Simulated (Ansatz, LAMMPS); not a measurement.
# A frame of liquid mixture of acetonitrile and H2O from 300 K (204 atoms): geometry optimisation, part 2 of 2

Aim: bring a frame of liquid mixture of acetonitrile and H2O from 300 K (204 atoms) to a nearby minimum of the energy and see what moves.

Ansatz 0.2.0; Kohn-Sham DFT, r2SCAN+D3(BJ), PAW (set soft_2), plane waves.

The cell: 58 C, 29 N, 107 H and 10 O. The network of contacts between molecules at the start is that of the classical potential that made the cell. The density was typed from a rule of thumb and may lie off the real one at this temperature. Only the Γ point is sampled, in a cell whose shortest periodic width is 14 Å.

So far. Step 3 (Single point at the start): Neighbours are counted within 1.34 Å (H-C), 1.21 Å (H-O), 1.85 Å (C-C), 1.62 Å (C-N).

## Step 4: Relaxation

The atoms are relaxed in the fixed cell, aiming at the force tolerance of the input.

File input.yaml:

```yaml
crystal:
  lattice:
    - [14.39531, 0.0, 0.0]
    - [0.0, 14.39531, 0.0]
    - [0.0, 0.0, 14.39531]
  atoms:
    [... the 204 atom lines of step 3 ...]
kpoints:
  mp_grid: { grid: [1, 1, 1] }
hamiltonian:
  xc: r2scan
  dispersion: d3bj
scf:
  occupations: { method: fixed }
output:
  forces: true
relax:
  f_tol: 0.05
  max_steps: 200
```

Command:

```console
$ ansatz run input.yaml --threads 4 --pin off --max-ram 8192MiB --backend cpu --events-out ev --progress --plain --runs-dir out
```

Numbers of over 12 decimals in the logs are rounded to 6 here.

The program printed:

```text
Warning: the engine holds no damping parameters fitted to this dispersion correction and functional, so the run takes those fitted to r2scan beside the three-body term, which d3bj leaves out (hamiltonian.dispersion, under Limitations)
Engine: ansatz 0.2.0, x86_64-unknown-linux-gnu
Pseudopotentials: kind: paw
Pseudopotential: C, paw, valence charge 4, recommended cutoff 500 eV (meta_gga), C.paw.azcp
Pseudopotential: N, paw, valence charge 5, recommended cutoff 500 eV (meta_gga), N.paw.azcp
Pseudopotential: H, paw, valence charge 1, recommended cutoff 500 eV (meta_gga), H.paw.azcp
Pseudopotential: O, paw, valence charge 6, recommended cutoff 500 eV (meta_gga), O.paw.azcp
Functional definition: r2SCAN
  parameter k0 = 0.174
  parameter k1 = 0.065
  parameter a1 = 4.9479
  exchange = r2scan_x(k0 = k0, k1 = k1, a1 = a1)
  correlation = r2scan_c
Crystal: 204 atoms, lattice volume = 2983.067 Å³
Basis set: ecut = 500 eV, 75445 PW (Γ), exchange–correlation on 432×432×432 points (64 copies of the dense FFT grid, shifted against one another)
Bands: 476, of which v1, the nominal top of the filled ones, is band 272 counted from 1 (271 counted from 0)
Symmetry: 1 space group operations
Space group: P1 (ITA 1), of the structure as read, at distance tolerance 1.4e-4 Å
k-points: 1
Non-local potential: C, projectors of the file, l = 0: 2, l = 1: 2, l = 2: 1
Non-local potential: N, projectors of the file, l = 0: 2, l = 1: 2, l = 2: 1
Non-local potential: H, projectors of the file, l = 0: 2, l = 1: 1
Non-local potential: O, projectors of the file, l = 0: 2, l = 1: 2, l = 2: 1
PAW form: soft (Blöchl's): semilocal exchange-correlation on the pseudo side does not see the compensation charge
PAW frozen core: C, regenerated for the run's functional (the file was generated under x = pbe(κ = 0.804, μ = 0.219515), c = pbe(β = 0.066725))
PAW frozen core: N, regenerated for the run's functional (the file was generated under x = pbe(κ = 0.804, μ = 0.219515), c = pbe(β = 0.066725))
PAW frozen core: O, regenerated for the run's functional (the file was generated under x = pbe(κ = 0.804, μ = 0.219515), c = pbe(β = 0.066725))
PAW one-centre angular grid: C, 302 points (default); XC on 239 of its mesh's 2573 points in the sphere
PAW one-centre angular grid: N, 302 points (default); XC on 160 Gauss nodes
PAW one-centre angular grid: H, 302 points (default); XC on 160 Gauss nodes
PAW one-centre angular grid: O, 302 points (default); XC on 160 Gauss nodes
Initial density: superposition of atomic densities (neutral atoms: chi_scale 0, normalization atom), corrected by the library's trained network
Initial wavefunctions: pseudopotential atomic-orbital guess
Functional: x = r2scan, c = r2scan; τ floored in thin density (d = 2e-4 eV/Å³)
[...]
relax step  25: F+E_penalty+E_count = -33154.39596525 eV  Δ(F+E_penalty+E_count) = -1.793e-2 eV  max|allowed force component| = 3.246e-1 eV/Å  Δτ_max = 0.1704 Å  (6 SCF iters, dr2 threshold 8.89e-5 eV, accepted)
relax step  30: F+E_penalty+E_count = -33154.45394838 eV  Δ(F+E_penalty+E_count) = -1.107e-2 eV  max|allowed force component| = 3.768e-1 eV/Å  Δτ_max = 0.0950 Å  (7 SCF iters, dr2 threshold 1.00e-4 eV, accepted)
relax step  35: F+E_penalty+E_count = -33154.51777286 eV  Δ(F+E_penalty+E_count) = -1.184e-2 eV  max|allowed force component| = 4.562e-1 eV/Å  Δτ_max = 0.1273 Å  (6 SCF iters, dr2 threshold 1.00e-4 eV, accepted)
relax step  40: F+E_penalty+E_count = -33154.66063391 eV  Δ(F+E_penalty+E_count) = -5.378e-2 eV  max|allowed force component| = 8.062e-2 eV/Å  Δτ_max = 0.2000 Å  (7 SCF iters, dr2 threshold 1.00e-4 eV, accepted)
relax step  45: F+E_penalty+E_count = -33154.73310672 eV  Δ(F+E_penalty+E_count) = -1.287e-2 eV  max|allowed force component| = 8.100e-2 eV/Å  Δτ_max = 0.2000 Å  (7 SCF iters, dr2 threshold 8.74e-5 eV, accepted)
relax step  48: F+E_penalty+E_count = -33154.76041573 eV  Δ(F+E_penalty+E_count) = -7.305e-3 eV  max|allowed force component| = 2.643e-1 eV/Å  Δτ_max = 0.0671 Å  (5 SCF iters, dr2 threshold 9.39e-5 eV, accepted)
[...]
Step cancelled. What follows is not a result of the run: it is the report of the last solve that finished, which converged after 5 SCF iterations.
Free energy (F): -33154.760416 eV
Harris-Foulkes:  -33154.760417 eV  (|F-HF|=7.90e-7)
Internal energy: -33154.760416 eV  (E = F + TS)
E sigma→0 (E₀):  -33154.760416 eV
Fermi energy:    -3.394679 eV
--- Per-component energies (eV) ---
  E_band       = -5356.811233
  E_kinetic    = 12116.613553
  E_local      = -41379.770034  (includes V_loc(G=0)·N_el)
  E_nonlocal   = 3610.338343
  E_hartree    = 14875.866413
  E_xc         = -6063.073067
  E_vxc        = -8577.429678  (∫ρ·V_xc dr)
  E_paw        = -11261.783277  (= ΣΔE_a)
  E_vpaw       = -1425.420832  (= ΣTr[D̂ρ^β])
  E_aug_tail   = -0.037979  (compensation charges beyond the density's cutoff)
  E_vtau       = 547.065292  (kinetic-family band-sum trace: ∫τ·v_τ [+ j·A + Jᵃ·Aᵃ] dr)
  E_ewald      = -5046.091338
  E_disp       = -4.209370  (pairwise vdW)
  E_core_change = -2.613659  (= ΣΔE_core)
  E_smearing   = -0.000000  (= −TS)
  E_closure    = -0.000000  (closes the sum)
  Σ components = -33154.760416   (vs F -33154.760416, Δ=0.00e0)
--- Forces (eV/Å), atoms counted from 1 ---
  atom   1  C     -0.00365778    -0.02269707    -0.00421193
  atom   2  C      0.02211073     0.00207218    -0.02465610
  atom   3  N     -0.01048021     0.03817200     0.02406948
  atom   4  H     -0.03865439    -0.00343960    -0.00576752
  atom   5  H      0.00683536    -0.02061760     0.02368754
  atom   6  H      0.02142543    -0.00156800    -0.01846111
  atom   7  C     -0.02519204     0.00135975    -0.00718396
  atom   8  C      0.03091668    -0.02442903     0.00953858
[...]
atom  13  C      0.00268566    -0.00155347    -0.00063691
  atom  14  C     -0.00459914    -0.00289545    -0.00219283
[...]
atom 203  H     -0.00151013     0.00305932    -0.00341175
  atom 204  H     -0.00456408     0.00361512     0.00185730
  max |Σ_I F_I| component: 2.62e-3 eV/Å
End of that report.
Error: SIGTERM received: cancelled by the caller after 2 completed SCF iterations
```

The job ended after 43 min (4 threads of Intel Xeon Platinum 8488C (Sapphire Rapids), shared host; peak memory 7.4 GiB).

The run stopped at its limit before the end that the input asks for; the steps made so far are sound.

The steps of the relaxation (22 of 48):

```
step  energy less that of the first step (eV)  largest force component (eV/Å)
   1                                   0.0000                          3.9506
   3                                  -6.9516                          2.3303
   5                                  -7.8282                          1.2842
   8                                  -8.4550                          2.3403
  10                                  -8.9862                          0.0739
  12                                  -9.0866                          1.1846
  14                                  -9.1918                          0.5459
  17                                  -9.3052                          0.7557
  19                                  -9.4106                          0.1404
  21                                  -9.4721                          0.5263
  23                                  -9.5144                          0.5497
  26                                  -9.5639                          0.3138
  28                                  -9.5873                          0.4169
  30                                  -9.6084                          0.3768
  32                                  -9.6321                          0.3050
  35                                  -9.6722                          0.4562
  37                                  -9.7148                          0.6549
  39                                  -9.7613                          0.5292
  41                                  -9.8387                          0.1925
  44                                  -9.8747                          0.3327
  46                                  -9.8999                          0.3411
  48                                  -9.9149                          0.2643
```

Relaxation step 13 was tried and not accepted.

The atoms that moved most (Å):

```
atom      dx      dy      dz  length
 N75  -1.179   2.335  -0.264   2.630
 H12   2.344  -0.470   0.469   2.436
H102   1.747  -0.928  -1.052   2.241
N111  -2.217   0.110   0.146   2.224
 H30  -1.837   0.572   0.845   2.102
 H10   1.308  -1.068  -1.118   2.026
 H89  -1.708  -1.017   0.055   1.988
 N27  -0.408  -0.375   1.636   1.727
```

The relaxation changed the energy by -48.6 meV/atom, and atoms moved by 1.1 Å r.m.s., 2.6 Å at most.

## Step 5: Local order after relaxation

Bonds before and after, by the cutoffs listed below:

```
pair  bonds before  bonds after  mean before (Å)  mean after (Å)  spread before (Å)  spread after (Å)
 H-C            87           87            1.096           1.091              0.030             0.002
 H-O            20           20            1.000           0.972              0.000             0.005
 C-C            29           29            1.464           1.444              0.026             0.001
 C-N            29           29            1.168           1.154              0.018             0.001
```

Density 0.763 g/cm³, 14.62 Å³ an atom.

g(r), total and by pair (bins of 0.2 Å):

```
r (Å)  total   H-H    H-C   H-N    H-O    C-C    C-N
 0.90   1.20  0.00   0.00  0.00  23.35   0.00   0.00
 1.10   5.50  0.00  14.40  0.00   0.00   0.00  14.80
 1.30   0.00  0.00   0.00  0.00   0.00   0.00   0.00
 1.50   1.06  0.88   0.00  0.00   0.00  10.10   0.00
 1.70   1.61  5.65   0.00  0.00   1.05   0.00   0.00
 1.90   0.21  0.06   0.00  1.19   0.33   0.00   0.00
 2.10   1.20  0.00   3.86  0.35   0.00   0.00   0.00
 2.30   0.20  0.42   0.00  0.00   1.66   0.00   0.00
 2.50   0.49  0.43   0.00  0.83   1.25   0.00   2.34
 2.70   0.57  0.77   0.02  1.42   1.20   0.00   0.71
 2.90   0.61  1.01   0.27  0.77   0.91   0.00   0.00
 3.10   1.20  0.61   0.75  4.77   1.50   0.00   0.00
 3.30   0.91  0.72   1.15  1.27   1.34   0.19   0.38
 3.50   0.98  0.61   1.04  0.91   0.90   0.46   2.62
 3.70   1.27  1.01   1.34  0.67   1.21   1.17   3.00
 3.90   1.04  0.82   0.97  0.83   1.31   1.54   1.31
 4.10   1.23  1.27   1.15  1.21   1.06   1.38   1.10
 4.30   1.15  1.23   1.09  1.22   1.08   1.61   0.76
 4.50   1.08  1.19   1.16  1.08   0.55   1.04   0.81
 4.70   1.21  1.14   1.38  0.95   0.81   1.54   0.86
 4.90   0.95  0.95   1.18  0.62   0.69   1.11   0.64
 5.10   0.99  1.10   1.07  0.56   1.06   1.41   0.84
 5.30   0.91  1.06   0.85  0.84   0.59   1.14   0.65
 5.50   0.96  0.99   1.04  0.86   0.74   0.96   0.96
 5.70   0.97  1.09   0.94  1.07   0.75   0.89   0.82
 5.90   0.90  0.96   0.90  0.80   1.18   0.71   0.81
 6.10   0.98  0.99   0.97  0.89   1.10   1.14   0.90
 6.30   0.89  0.91   0.91  0.80   0.95   0.84   1.04
```

Bonds by pair of elements; cutoffs follow the first minimum of g(r), held within bounds set by covalent radii, and pairs that aren't listed don't count as bonded:

```
pair A-B  cutoff (Å)  bonds  mean length (Å)  spread (Å)  shortest (Å)  B about A  A about B
     H-C        1.34     87             1.09       0.002          1.09      0.813        1.5
     H-O        1.21     20            0.972       0.005         0.967      0.187          2
     C-C        1.82     29             1.44       0.001          1.44          1          1
     C-N        1.62     29             1.15       0.001          1.15        0.5          1
```

How many atoms have how many bonded neighbours:

```
element  mean    1   2   4
      C     3    0  29  29
      H     1  107   0   0
      N     1   29   0   0
      O     2    0  10   0
```

Bond angles, per cent of each kind in bins of 5°:

```
angle (°)  H-C-H  C-C-H  C-C-N  H-O-H
  100–105    0.0    0.0    0.0   60.0
  105–110   90.8   72.4    0.0   40.0
  110–115    9.2   27.6    0.0    0.0
  115–120    0.0    0.0    0.0    0.0
  120–125    0.0    0.0    0.0    0.0
  125–130    0.0    0.0    0.0    0.0
  130–135    0.0    0.0    0.0    0.0
  135–140    0.0    0.0    0.0    0.0
  140–145    0.0    0.0    0.0    0.0
  145–150    0.0    0.0    0.0    0.0
  150–155    0.0    0.0    0.0    0.0
  155–160    0.0    0.0    0.0    0.0
  160–165    0.0    0.0    0.0    0.0
  165–170    0.0    0.0    0.0    0.0
  170–175    0.0    0.0    0.0    0.0
  175–180    0.0    0.0  100.0    0.0
```

Bond angles (no mean is given where the spread exceeds 20°):

```
angle  count  mean (°)  spread (°)
H-C-H     87       109         0.6
C-C-H     87       110         0.5
C-C-N     29       179         0.3
H-O-H     10       104         1.3
```

Bond length by coordination (bonds to H left out):

```
element  coordination  atoms  mean bond length (Å)
      C             2     29                  1.30
      C             4     29                  1.44
```

By these cutoffs 50 % of C atoms have 2 and as many 4, all H atoms have 1, all N atoms have 1 and all O atoms have 2 bonded neighbours. The H-C-H angle averages 109° with a spread of 0.6°.

## Step 6: What came out

```
energy change in the relaxation : -48.6 meV/atom
r.m.s. displacement             : 1.095 Å
largest displacement            : 2.63 Å
wall time of the 2 DFT runs     : 45 min
```

Relaxation lowers the energy by 48.6 meV/atom and moves atoms by 1.1 Å r.m.s. By the final cutoffs no bond was broken or made. The relaxation stopped at its limit, so this isn't yet a minimum. From the first step to the last the energy fell by 9.915 eV, and the largest move was 2.63 Å (N75). The relaxation was not finished: the largest force component stood at 0.26 eV/Å. The H-O bonds change most in mean length: from 1.000 Å (spread 0.000) to 0.972 Å (spread 0.005). With the cutoffs above, 50 % of C atoms have 2 and as many 4, all H atoms have 1, all N atoms have 1 and all O atoms have 2 bonded neighbours.

What to keep in mind: The force components of 0.99 eV/Å r.m.s. come partly from thermal motion and partly from the difference between the classical potential and DFT, above all in bond lengths inside molecules. The network of contacts between molecules at the start is that of the classical potential that made the cell; in DFT atoms moved by 1.1 Å r.m.s. The pressure of -2.4 GPa is that of one thermal frame at a volume set beforehand, without the kinetic term and with the strain of bonds inside molecules.

[Logs are printed without paths, hosts, clocks, repeated set-up lines and the standing remarks that a program may print on its own settings, such as how far it seeks lower states.]

[Hosts, paths, dates, database ids (printed as entryN), source tags and the programs' standing remarks are cut or masked in the printed files.]
